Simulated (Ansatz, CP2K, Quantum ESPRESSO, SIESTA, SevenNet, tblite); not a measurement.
# Bulk modulus of random rock-salt alloy of NbC and TiC (64 atoms) across programs

How stiff is random rock-salt alloy of NbC and TiC (64 atoms) under an even change of volume, and do other programs and learned potentials give the same pressure and slope as plane waves?

The results are calculated values.

## Step 1: Set-up

The cell holds 64 atoms (20 Nb, 32 C and 12 Ti), with edges of 8.83, 8.83 and 8.83 Å. Recipe: rock-salt NbC, 2 x 2 x 2 conventional cells, 12 of 32 Nb sites given to Ti at random (x = 0.375), lattice by Vegard's rule (a = 4.417 Å); not relaxed, displaced by a Gaussian of 0.02 Å. Then the atoms were relaxed with SevenNet 0 in the fixed cell.

Bonds by pair of elements; cutoffs follow the first minimum of g(r), held within bounds set by covalent radii, and pairs that aren't listed don't count as bonded:

```tsv
pair A-B	cutoff (Å)	bonds	mean length (Å)	spread (Å)	shortest (Å)	B about A	A about B
C-Nb	2.81	120	2.22	0.027	2.15	3.75	6
C-Ti	2.76	72	2.19	0.019	2.15	2.25	6
```

## Step 2: The reference input

Quantum ESPRESSO 7.5: Kohn-Sham DFT, PBE, SSSP efficiency 1.3.0 pseudopotentials, plane waves. Its input, pw.in, for the unchanged cell:

```
&control
  calculation = 'scf'
  pseudo_dir = './pseudo'
  outdir = './tmp'
  disk_io = 'none'
  tprnfor = .true.
  tstress = .true.
/
&system
  ibrav = 0
  nat = 64
  ntyp = 3
  ecutwfc = 60
  ecutrho = 480
  nosym = .true.
  occupations = 'smearing'
  smearing = 'fd'
  degauss = 0.003675
/
&electrons
  conv_thr = 3.2e-07
  electron_maxstep = 100
  mixing_beta = 0.2
  mixing_mode = 'local-TF'
  diagonalization = 'david'
/
ATOMIC_SPECIES
Nb 92.906 Nb.upf
C 12.011 C.upf
Ti 47.867 Ti.upf
CELL_PARAMETERS angstrom
8.83360 0.00000 0.00000
0.00000 8.83360 0.00000
0.00000 0.00000 8.83360
ATOMIC_POSITIONS crystal
Nb 0.99997 0.99781 0.99631
C 0.25338 0.00040 0.99698
Nb 0.99716 0.25162 0.25084
C 0.25289 0.25058 0.24950
[... 58 atom lines left out ...]
Nb 0.74559 0.74966 0.50247
C 0.50034 0.75218 0.50012
K_POINTS gamma
```

```console
$ OMP_NUM_THREADS=1 mpirun -np 2 pw.x -in pw.in > output.txt
```

Wall time 6 min (2 MPI ranks of Intel Xeon Platinum 8488C (Sapphire Rapids), shared host); peak memory 2.1 GiB.

It converged with an r.m.s. force component of 0.13 eV/Å and a pressure of 2.0 GPa.

## Step 3: Levels of theory

Every level solves the same cells as single points. CPU time is summed over a level's finished runs, on a host shared with the other runs, so it is rough; the force column is the median over cells of the r.m.s. difference of force components from the reference.

| level | basis or training data | k-points | runs finished | CPU time | peak memory (GiB) | force difference (meV/Å) |
| --- | --- | --- | --- | --- | --- | --- |
| QE, PBE | plane waves, SSSP efficiency, 60/480 Ry | Γ | 3 of 3 | 38 min | 2.1 | reference |
| CP2K double zeta, PBE | DZVP-MOLOPT-SR, GTH-PBE potentials, 800 Ry | Γ | 3 of 3 | 52 min | 6.8 | 11 |
| SIESTA DZP, PBE | DZP orbitals, shift 0.01 Ry, mesh 500 Ry | Γ | 3 of 3 | 39 min | 2.1 | 63 |
| tblite GFN1-xTB | tight binding with its own dispersion term | Γ | 2 of 3 | 18 s | 0.11 | 286 |
| SevenNet 0 | trained on PBE(+U) plane-wave data | - | 3 of 3 | 24 s | 0.96 | 125 |
| SevenNet l3i5 | trained on PBE(+U) plane-wave data | - | 3 of 3 | 31 s | 1.6 | 233 |

Runs without a converged result: tblite GFN1-xTB, 1 single point (not converged). A level enters a table below only where it finished every cell that the table needs.

The reference's own r.m.s. force component runs from 113 to 141 meV/Å over these cells. SevenNet 0 relaxed the atoms, so in the cells that it relaxed its own forces are small, and its entry isn't an independent test there.

## Step 4: Pressure against volume

The cell is scaled evenly, and at each volume SevenNet 0 relaxes the atoms again before the single points. The unchanged volume is 10.770 Å³ an atom. Pressures in GPa:

```tsv
level	-3 %	0	+3 %
QE, PBE	11.60	1.98	-6.24
CP2K double zeta, PBE	10.30	0.67	-7.61
SIESTA DZP, PBE	13.76	4.09	-4.22
SevenNet 0	16.04	5.96	-2.58
SevenNet l3i5	16.63	6.60	-1.94
```

Energy less that of the unchanged cell at the same level, in meV an atom:

```tsv
level	-3 %	+3 %
QE, PBE	13.80	4.03
CP2K double zeta, PBE	10.91	7.11
SIESTA DZP, PBE	17.57	0.42
SevenNet 0	21.85	-3.20
SevenNet l3i5	22.66	-4.40
```

## Step 5: Moduli

From the three volumes nearest the unchanged one: B from the slope of pressure against ln V and from the curvature of the energy, the pressure that the slope of the energy implies, and the volume change at which the printed pressure crosses zero (a dash if it doesn't within the range).

```tsv
level	B from pressures (GPa)	B from energies (GPa)	printed pressure (GPa)	pressure from energies (GPa)	zero pressure at (%)
QE, PBE	297.4	294.6	1.98	2.42	+0.7
CP2K double zeta, PBE	298.5	297.8	0.67	0.94	+0.2
SIESTA DZP, PBE	299.6	297.3	4.09	4.25	+1.5
SevenNet 0	310.3	308.4	5.96	6.21	+2.1
SevenNet l3i5	309.5	301.7	6.60	6.71	+2.3
```

As a check by hand on the reference: from -3 to +3 % the pressure falls by 17.84 GPa while ln V grows by 0.0600, a ratio of 297.3 GPa.

## Step 6: What came out

The plane-wave reference (PBE) gives a bulk modulus of 297.4 GPa from its pressures, at a volume where its pressure is 1.98 GPa; that pressure crosses zero at +0.7 %. Other programs at PBE: CP2K double zeta, PBE 298.5 GPa (+0 %) and SIESTA DZP, PBE 299.6 GPa (+1 %); their pressures lie -1.32 to +2.10 GPa from the reference's. Learned potentials: SevenNet 0 310.3 GPa (+4 %) and SevenNet l3i5 309.5 GPa (+4 %); their pressures lie +3.98 to +4.62 GPa from the reference's.

The moduli are read at one volume but at unlike pressures, and a cell under tension is as a rule softer than one under compression. All slopes lie within 4 % of the reference's, while the pressures at one volume spread over 5.9 GPa, so the levels would settle at unlike volumes. Moduli from the energies run from 295 to 308 GPa, within 10 % of those from pressures.

Caveats: The atoms follow SevenNet 0, not each level's own minimum, so these moduli only approach relaxed ones and hang on that choice. Three points at finite strain give rough moduli, at the given volume rather than at zero pressure. Pressures at a fixed plane-wave cutoff or in a small atom-centred basis hold some basis error. The reference samples only Γ, in a cell whose shortest periodic width is 9 Å. The reference isn't exact: its cutoffs and mesh weren't converged further here. SIESTA's automatically made basis is far from complete, and its potentials were converted by us (checked for H, C, O, Si, Ge and Ca alone). The learned potentials mimic data converged in k, so the sampling error of the reference's coarse mesh counts against them here, while programs on the same mesh share it. CP2K warns in some runs that its smearing reaches the highest orbitals computed, so too few empty orbitals were added. Spin–orbit coupling is left out. The reference has no spin polarisation, so local moments can't form. Where levels are smeared, the DFT runs use Fermi–Dirac occupations at 580 K (0.05 eV), and energies are free energies.

[Logs are printed without paths, hosts, clocks, repeated set-up lines and the standing remarks that a program may print on its own settings, such as how far it seeks lower states.]

[Hosts, paths, dates, database ids (printed as entryN), source tags and the programs' standing remarks are cut or masked in the printed files.]
